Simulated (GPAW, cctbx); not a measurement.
# By hand: from a DFT structure factor to an extinction distance in Cs2ZnAsF6

Cs2ZnAsF6, Fm-3m (no. 225), a = 8.9749 Å, b = 8.9749 Å, c = 8.9749 Å, α = 90.00°, β = 90.00°, γ = 90.00°.

```csv
atom,mult.,x,y,z
Cs1,8,1/4,3/4,3/4
As1,4,0,0,0
Zn1,4,1/2,0,0
F1,24,0,0,0.7638
```

The start was made by putting kin elements into a known structure type; the compound need not exist, or be stable, in this form.

A DFT run (GPAW, PBE, 550 eV, 4×4×4 k-points, Fermi–Dirac width 0.05 eV) gives the static X-ray structure factor of 222 as 316.944 e for the conventional cell; superposed free atoms give 311.485 e. **Problem.** Find the Fourier component V of the crystal potential and the two-beam extinction distance at 120 kV in both cases.

## 1. Geometry

The cell volume is Ω = 722.91 Å³ and d(222) = 2.5908 Å, so g = 1/d = 0.3860 Å⁻¹.

## 2. The nuclei

Electrons feel nuclei as well as electrons, so the nuclear charges are summed with the same phases.

Phase sums Σ exp(2πi h·x), turned so that the total is real and positive: Cs +8.000, As -4.000, Zn -4.000, F +23.641. Then F_Z = 55 × (+8.000) + 33 × (-4.000) + 30 × (-4.000) + 9 × (+23.641) = 400.77 e. The electron term has the same sign for this reflection.

## 3. Mott–Bethe

Poisson's equation, term by term, gives V = (e/4πε₀)(F_Z − F)/(πΩg²), with e/4πε₀ = 14.3996 V Å.

The prefactor is 14.3996 × 2.5908²/(π × 722.91) = 0.04256 V per electron. Free atoms: (400.77 − 311.485) × 0.04256 = 3.800 V. Crystal: (400.77 − 316.944) × 0.04256 = 3.567 V. F changes by +1.75 % and V by -6.1 %: the same 5.46 e is measured against F_Z − F = 89.3 e in place of F = 311.5 e.

## 4. Extinction distance

In the two-beam case ξ = 1/(λU) with U = 2γm₀eV/h², that is ξ = 150.41 V Å²/(γλV).

At 120 kV, λ = 0.03349 Å and γ = 1.2348. Free atoms: ξ = 957 Å. Crystal: ξ = 1019 Å. The thickness fringes go as sin²(πt/ξ), so the two patterns slip by a quarter of a period when t|1/ξ₁ − 1/ξ₀| = 1/4, at t ≈ 391 nm. Thermal motion, absorption and many-beam coupling, left out here, change a real pattern.

## 5. Answer

V(222) is 3.57 V against 3.80 V, and ξ is 1019 against 957 Å. Limits: static atoms, two beams.

[Outputs are excerpts: Python notices, other lines and further rows are left out; steps that failed or that the build refused (PBEsol, TPSS) are not shown.]

[Logs are printed without paths, hosts, clocks, repeated set-up lines and the standing remarks that a program may print on its own settings, such as how far it seeks lower states.]
